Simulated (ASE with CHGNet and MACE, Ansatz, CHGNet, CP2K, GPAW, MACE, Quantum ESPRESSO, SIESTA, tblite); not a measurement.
**Phosphorene, 3 layers, N on P sites (72 atoms) in machine-learned potentials**

Wanted: machine-learned potentials inputs and outputs for phosphorene, 3 layers, N on P sites (72 atoms), checked against a plane-wave reference.

Main program and level: ASE with CHGNet and MACE; the method is named at each step.

### 1. Starting point

The cell holds 72 atoms: 48 P and 24 N. Its edges and angles: a = 10.340 Å, b = 9.102 Å, c = 29.176 Å, α = 90.0°, β = 90.0°, γ = 90.0°. It derives from P (phosphorene). 3 layers of phosphorene (a = 3.314 Å), 3 x 2 cells, biaxial strain +4 %, every second layer slid by 0.500 of a1; facing planes 3.38, 3.4 Å apart; 16 Å of vacuum; 24 of 72 P replaced by N at random; displaced by a Gaussian of 0.02 Å. Then every atom was moved at random, 0.02 Å r.m.s. a Cartesian component. Regions: layer 1, 24 atoms (18 P and 6 N); layer 2, 24 atoms (9 N and 15 P); layer 3, 24 atoms (9 N and 15 P). Vacuum lies along c.

The yardstick, on the same geometry:

| Property | Result |
| --- | --- |
| method | Kohn-Sham DFT, PBE, SSSP efficiency 1.3.0 pseudopotentials, plane waves (Quantum ESPRESSO 7.5); sssp-pbe-1.3.0-efficiency, cutoffs 60/480 Ry, Γ point |
| r.m.s. force component | 1.577 eV/Å |
| longest force | 3.849 eV/Å |
| time | 43 min on 1 thread of Arm Neoverse V1, shared host |
| CPU time | 43 min |

### 2. CHGNet r2SCAN potential

Method: machine-learned interatomic potential CHGNet r2SCAN, trained on r2SCAN plane-wave data.

File run.py:

```python
import numpy as np
from ase.io import read
import mlip  # loads the published weights by name

atoms = read("structure.xyz")
atoms.calc = mlip.calc("chgnet-r2scan")
energy = atoms.get_potential_energy()
forces = atoms.get_forces()
print(f"energy {energy:.6f} eV")
print("forces (eV/A)")
for i, (a, f) in enumerate(zip(atoms, forces)):
    print(f"{i:4d} {a.symbol:2s} {f[0]:10.5f} {f[1]:10.5f} {f[2]:10.5f}")
```

File structure.xyz:

```xyz
72
Lattice="10.33970 0.00000 0.00000 0.00000 9.10210 0.00000 0.00000 0.00000 29.17600" Properties=species:S:1:pos:R:3 pbc="T T T"
P 10.28604 0.38311 10.15208
P 0.00507 8.71808 8.00619
N 1.77016 1.89160 10.17484
P 1.73707 2.64725 7.93237
P 10.32295 4.88728 10.12378
P 10.32688 4.15138 7.96913
P 1.75765 6.44192 10.13691
P 1.77047 7.22898 7.98372
P 3.45522 0.31612 10.14362
P 3.45584 8.72855 7.96913
P 5.18825 1.93656 10.17163
P 5.19963 2.64816 7.97555
P 3.45770 4.98413 10.12874
N 3.50288 4.25287 8.02282
N 5.15610 6.46832 10.12932
P 5.15827 7.23408 8.01873
P 6.89337 0.36882 10.14537
P 6.84860 8.75822 7.94521
N 8.65309 1.93383 10.14187
P 8.67025 2.64680 7.95775
P 6.91147 4.92214 10.12028
N 6.85667 4.19816 8.01115
N 8.56375 6.48179 10.08614
P 8.60790 7.17901 7.98926
N 1.69581 0.36845 15.62608
N 1.76954 8.68413 13.54087
P 3.41407 1.89797 15.71303
N 3.44302 2.68648 13.51724
P 1.68796 4.88801 15.69756
P 1.72849 4.20890 13.50732
P 3.47455 6.46149 15.69231
P 3.40114 7.15753 13.52278
N 5.14989 0.35935 15.65176
P 5.15558 8.72982 13.45831
P 6.86939 1.92983 15.64767
P 6.91137 2.63879 13.48515
P 5.18856 4.92169 15.68473
P 5.18919 4.15556 13.54029
N 6.89493 6.40997 15.60303
P 6.91147 7.19166 13.50586
N 8.61049 0.33814 15.66226
P 8.59498 8.73874 13.49944
P 10.33360 1.91981 15.67685
P 0.01675 2.63469 13.50528
N 8.62745 4.94417 15.69844
N 8.62434 4.19188 13.49565
P 10.32812 6.48525 15.65030
N 10.29131 7.19994 13.56480
N 10.28914 0.35389 21.15785
P 0.01127 8.75267 19.06652
N 1.74896 1.91035 21.17361
P 1.71691 2.68002 19.00379
P 0.01375 4.94417 21.19461
P 0.03650 4.23484 19.08606
N 1.74214 6.49717 21.19782
P 1.74638 7.17318 19.03938
[... 12 atom lines left out ...]
P 6.87528 4.91595 21.17098
N 6.89100 4.16649 19.09423
P 8.61266 6.48461 21.16164
N 8.60811 7.21123 19.07031
```

On the command line:

```
> OMP_NUM_THREADS=1 python run.py > output.txt
```

The program printed:

```text
CHGNet vr2scan initialized with 412,525 parameters
CHGNet will run on cpu
energy -561.859741 eV
forces (eV/A)
   0 P    -0.40173    3.30832   -1.19744
   1 P    -0.19529   -0.28660    1.12352
   2 N    -0.26777   -2.19824   -2.76924
   3 P     0.95047    1.30984    2.77286
   4 P    -0.77734    1.64100   -0.79140
   5 P     0.15769   -1.05070    0.75669
   6 P     0.00383   -1.01784   -0.54929
   7 P    -0.00572    0.54364    0.55282
   8 P    -0.88081    1.98596   -0.82269
   9 P     0.09279   -0.45510    0.93287
  10 P     0.13048   -0.89905   -1.26579
  11 P     0.34804    3.46131    1.46887
  12 P     1.57179    1.33844   -3.02905
  13 N    -0.17070   -2.23945    2.74546
  14 N    -0.24493   -2.79521   -2.21640
  15 P     0.04852    0.02289    2.05215
  16 P     0.70292    1.73193   -1.08883
  17 P     0.09388   -0.61412    1.18228
  18 N     0.75553   -2.61214   -2.79524
  19 P    -1.02833    0.99476    2.86912
  20 P     0.17064    2.67868   -3.71527
  21 N    -0.27168   -2.31556    3.29647
  22 N    -0.68512   -2.63625   -2.49814
  23 P    -0.16325    0.12496    2.41572
[...]
64 P    -0.26589    3.42942   -1.54838
  65 P     0.81692   -1.38197    1.55303
  66 N    -1.10312   -1.95223   -3.12602
  67 P    -1.09043    1.25720    3.23035
  68 P    -1.43953    1.51016   -3.24100
  69 N    -0.40616   -2.62281    2.97610
  70 P    -0.14999   -0.42547   -2.35364
  71 N     0.64499    2.32320    2.47799
```

Elapsed: 4.9 s, on 1 thread of Arm Neoverse V1, shared host; peak memory 0.62 GiB.

Banners, paths, timers and routine set-up lines are dropped from the logs unmarked, and long logs keep their key lines alone; longer cuts are marked.

Numbers from this run, and their distance from the reference:

```yaml
r_m_s_force_component: 1.843 eV/Å
r_m_s_difference_of_force_components: 558.4 meV/Å
longest_difference_of_force_vectors: 1864 meV/Å
force_difference_over_r_m_s_force: 35.41 %
slope_of_forces_against_the_reference_s: 1.121
correlation_of_force_components: 0.9586
```

Length of the force difference by element (eV/Å):

```csv
element,atoms,mean,most
N,24,0.95,1.9
P,48,0.86,1.8
```

Local excerpt of 12 atoms (numbers count through the whole input) about P21, which bears the longest force; x, y, z are measured from there.

```csv
atom,x,y,z,distance (Å),Fx,Fy,Fz (eV/Å)
P21,0.00,0.00,0.00,0.00,0.17,2.68,-3.72
N22,-0.05,-0.72,-2.11,2.23,-0.27,-2.32,3.30
N23,1.65,1.56,-0.03,2.27,-0.69,-2.64,-2.50
N15,-1.76,1.55,0.01,2.34,-0.24,-2.80,-2.22
P5,3.41,-0.03,0.00,3.41,-0.78,1.64,-0.79
P11,-1.72,-2.99,0.05,3.45,0.13,-0.90,-1.27
P13,-3.45,0.06,0.01,3.45,1.57,1.34,-3.03
N19,1.74,-2.99,0.02,3.46,0.76,-2.61,-2.80
P24,1.70,2.26,-2.13,3.54,-0.16,0.12,2.42
P12,-1.71,-2.27,-2.14,3.56,0.35,3.46,1.47
P16,-1.75,2.31,-2.10,3.58,0.05,0.02,2.05
P20,1.76,-2.28,-2.16,3.60,-1.03,0.99,2.87
```

Atoms are counted from 1 here, from 0 in the log.

Forces lie 35 % from the reference's, at 0.0016 times its CPU time.

### 3. MACE MP-0b2 small potential

Method: machine-learned interatomic potential MACE MP-0b2 small, trained on PBE(+U) plane-wave data.

run.py, as its differences from that of step 2:

```diff
@@ -5,3 +5,3 @@
 atoms = read("structure.xyz")
-atoms.calc = mlip.calc("chgnet-r2scan")
+atoms.calc = mlip.calc("mace-mp-0b2-small")
 energy = atoms.get_potential_energy()
```

structure.xyz is that of step 2.

The program printed:

```text
energy -379.829672 eV
forces (eV/A)
   0 P    -0.30396    3.17429   -1.59514
   1 P    -0.34549   -0.12592    0.89664
   2 N    -0.60191   -1.78159   -1.95270
   3 P     0.69896    0.95692    2.72699
   4 P    -0.68638    0.88613   -1.13665
   5 P     0.34237   -1.18963    0.68843
   6 P    -0.04563   -1.00868   -0.28775
   7 P    -0.21299    0.39951    0.50140
   8 P    -0.55968    2.04319   -0.75075
   9 P     0.26594   -0.31163    0.87054
  10 P    -0.01147   -0.97685   -1.32441
  11 P     0.08580    2.42251    1.80172
  12 P     1.49753    0.82143   -2.33972
  13 N    -0.37976   -1.56303    1.57886
  14 N    -0.19297   -1.91892   -1.10984
  15 P     0.30863   -0.24957    1.17639
  16 P     0.43193    1.18385   -1.20801
  17 P     0.21711   -0.89744    1.22337
  18 N     1.10405   -1.68687   -1.82785
  19 P    -0.80678    0.59738    2.42495
  20 P     0.51674    2.05747   -3.04446
  21 N     0.07038   -1.41265    1.80890
  22 N    -1.20225   -1.74117   -1.46027
  23 P    -0.29283    0.27536    1.64222
[...]
64 P    -0.30995    2.49724   -1.78106
  65 P     0.47471   -1.51848    1.74862
  66 N    -0.55550   -1.68694   -1.66572
  67 P    -1.00928    0.89075    2.46247
  68 P    -1.10341    1.21760   -2.58160
  69 N    -0.44807   -1.40159    1.61224
  70 P    -0.53893   -0.31006   -1.83976
  71 N     0.51136    1.76593    1.83128
```

The job ended after 8.4 s (1 thread; peak memory 0.67 GiB).

Against the reference:

| Item | Value |
| --- | --- |
| r.m.s. force component | 1.389 eV/Å |
| r.m.s. difference of force components | 687.3 meV/Å |
| longest difference of force vectors | 2440 meV/Å |
| force difference over r.m.s. force | 43.58 % |
| slope of forces against the reference's | 0.7927 |
| correlation of force components | 0.9002 |

Against the first run (35 %), the force difference from the reference is 44 %, at 1.8 times the CPU time.

### 4. CHGNet 0.3.0 potential

Method: machine-learned interatomic potential CHGNet 0.3.0, trained on PBE(+U) plane-wave data.

run.py, as its differences from that of step 3:

```diff
@@ -5,3 +5,3 @@
 atoms = read("structure.xyz")
-atoms.calc = mlip.calc("mace-mp-0b2-small")
+atoms.calc = mlip.calc("chgnet-0.3.0")
 energy = atoms.get_potential_energy()
```

structure.xyz is that of step 3.

The program printed:

```text
CHGNet v0.3.0 initialized with 412,525 parameters
CHGNet will run on cpu
energy -373.994995 eV
forces (eV/A)
   0 P    -0.23942    3.19786   -0.77557
   1 P    -0.21180   -0.20183    0.78243
   2 N    -0.11927   -2.32279   -2.74162
   3 P     1.22556    1.13096    2.63283
   4 P    -0.76920    1.61967   -0.65415
   5 P     0.15495   -0.46182    0.65559
   6 P    -0.15149   -0.76289   -0.56091
   7 P    -0.02152    0.23195    0.52910
   8 P    -0.99629    2.02530   -0.62786
   9 P     0.12638   -0.23415    0.74339
  10 P    -0.00944   -0.76526   -1.07177
  11 P     0.32638    3.36697    1.14692
  12 P     1.66560    1.07899   -2.99143
  13 N    -0.15576   -2.20106    2.78326
  14 N    -0.27038   -2.46103   -2.54873
  15 P     0.11850   -0.29230    2.35217
  16 P     0.82707    1.64103   -0.93800
  17 P     0.11935   -0.51613    1.03447
  18 N     0.56374   -2.53958   -2.80027
  19 P    -1.38066    0.81330    2.77192
  20 P     0.04334    2.40265   -3.38677
  21 N    -0.17795   -2.25047    3.19807
  22 N    -0.46031   -2.38023   -2.80432
  23 P    -0.24271   -0.13861    2.68143
[...]
64 P    -0.07126    2.95419   -1.10248
  65 P     0.72700   -1.42296    1.21442
  66 N    -0.70708   -1.87710   -2.94992
  67 P    -1.27448    1.31763    2.89602
  68 P    -1.26068    1.24694   -3.13710
  69 N    -0.22709   -2.48665    3.05836
  70 P    -0.03322   -0.41310   -2.39234
  71 N     0.41150    2.10528    2.59328
```

The job ended after 3.4 s (1 thread; peak memory 0.62 GiB).

Numbers from this run, and their distance from the reference:

```yaml
r_m_s_force_component: 1.758 eV/Å
r_m_s_difference_of_force_components: 405.1 meV/Å
longest_difference_of_force_vectors: 1597 meV/Å
force_difference_over_r_m_s_force: 25.69 %
slope_of_forces_against_the_reference_s: 1.089
correlation_of_force_components: 0.9763
```

Against the first run (35 %), the force difference from the reference is 26 %, at 0.85 times the CPU time.

### 5. Side by side

Differences are against the plane-wave reference, forces as r.m.s. over components; share is that over the reference's r.m.s. force, slope the least-squares factor from reference forces to these. Total energies of different programs have different zeros and aren't compared.

```csv
run,"Δ force, r.m.s. (meV/Å)",share (%),slope,cores,CPU time,memory (GiB)
reference,-,-,-,1,43 min,10.0
CHGNet r2SCAN potential,558,35.4,1.121,1,4 s,0.62
MACE MP-0b2 small potential,687,43.6,0.793,1,7.1 s,0.67
CHGNet 0.3.0 potential,405,25.7,1.089,1,3.4 s,0.62
```

Times of the machine-learned potentials are mostly Python's start and the loading of weights.

CPU time is summed over cores on a shared host, where runs went side by side, so it is rough. Symmetry, cutoffs, thresholds, outputs and thread counts weren't matched or tuned between programs; memory under MPI is the largest rank's times the ranks.

### 6. What came out

| Property | Result |
| --- | --- |
| nearest in forces | CHGNet 0.3.0 potential, 26 % |
| its CPU time | 3.4 s |

Machine-learned potentials differ by 26 % (CHGNet 0.3.0 potential) to 44 % (MACE MP-0b2 small potential); they were trained on other programs' data, some at another functional. Among those trained on PBE data the slope goes as low as 0.79, which softening far from their training structures can give, though the reference's k-sampling is untested too. Machine-learned potentials mimic data converged in k, so the reference's own k-point error enters their differences. The electronic-structure runs sample only Γ, in a cell whose shortest periodic width is 9 Å.

[Also dropped from logs without a mark: logging warnings of Python, and SIESTA's first energy breakdown and zero terms.]

[Logs are printed without paths, hosts, clocks, repeated set-up lines and the standing remarks that a program may print on its own settings, such as how far it seeks lower states.]

[Hosts, paths, dates, database ids (printed as entryN), source tags and the programs' standing remarks are cut or masked in the printed files.]
